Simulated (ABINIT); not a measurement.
# Calculated records

### BN (P6_3/mmc): one start, several treatments of the self-energy

Symmetry: P6_3/mmc, No. 194, hexagonal system. Conventional cell: a = 2.504 Å, b = 2.504 Å, c = 6.661 Å, α = 90.00°, β = 90.00°, γ = 120.00°. B has 3 N at 1.45 Å nearest. Nearest to N lie 3 B at 1.45 Å. Farther neighbours, and contacts between anions beyond the nearest, are not listed.

* method: RPA screening on PBE, plane waves, norm-conserving pseudopotentials (and 3 further levels or steps)
* program: ABINIT 10.8.3
* settings: cutoff 36 Ha, PseudoDojo scalar-relativistic 0.4.1 standard, norm-conserving, ngkpt (6, 6, 4), nband 115, ecuteps 7 Ha, gwcalctyp 2, nfreqre 16, nfreqim 8, inclvkb 2, freqremax 40 eV, spmeth 1, nomegasf 120, shiftk (0, 0, 0), symchi 1, awtr 1, frequency cd, 6×6×4 k-mesh
* cost: 9 runs, 7.4 min in all on 4 MPI ranks of Arm Neoverse V1, shared host
* notes: The program’s warnings: Min real frequency set to default [Ha] = and nkpt*nsppol () is not a multiple of nproc spkpt (). The cell and positions come from the Crystallography Open Database and are kept as given unless a step says otherwise. The 6×6×4 mesh is coarse for this cell, which bears on the long-range parts of exchange and screening.
* G0W0, Godby-Needs plasmon pole: 5.767 eV
* G0W0, Hybertsen-Louie plasmon pole: 6.017 eV
* G0W0, von der Linden-Horsch plasmon pole: 5.763 eV
* G0W0, Engel-Farid plasmon pole: 5.848 eV
* one-shot Hartree-Fock: 12.516 eV
* G0W0, contour deformation: 5.784 eV
* known limits: short of the basis limit; coarse k mesh

G0W0, Hybertsen-Louie plasmon pole: +0.250 eV against G0W0, Godby-Needs plasmon pole. G0W0, von der Linden-Horsch plasmon pole: −0.004 eV against G0W0, Godby-Needs plasmon pole.

[Paths, hosts, dates, memory and timing lines, banners, echoed tables and standing remarks are left out of the program output; an Ansatz launch command may be rebuilt from the run's recorded settings. Measured values are a selection of at most five: reports struck by readers or far from the other reports are left out. None is set beside runs whose start may be inverted or whose files or cutoffs have a known fault.]

[Runs of the session that timed out or met a known fault of the program may be left out.]

[Hosts, paths, dates, database ids (printed as entryN), source tags and the programs' standing remarks are cut or masked in the printed files.]

[G0W0 gaps are taken among the corrected bands and points alone; a level outside them can change the order at an edge.]

[Where Ansatz stands beside ABINIT at settings called matched, ABINIT's density can come from a denser mesh and the files from another edition; pairs whose starting gaps differed by over 0.03 eV were left out, so agreement reads better than it is.]
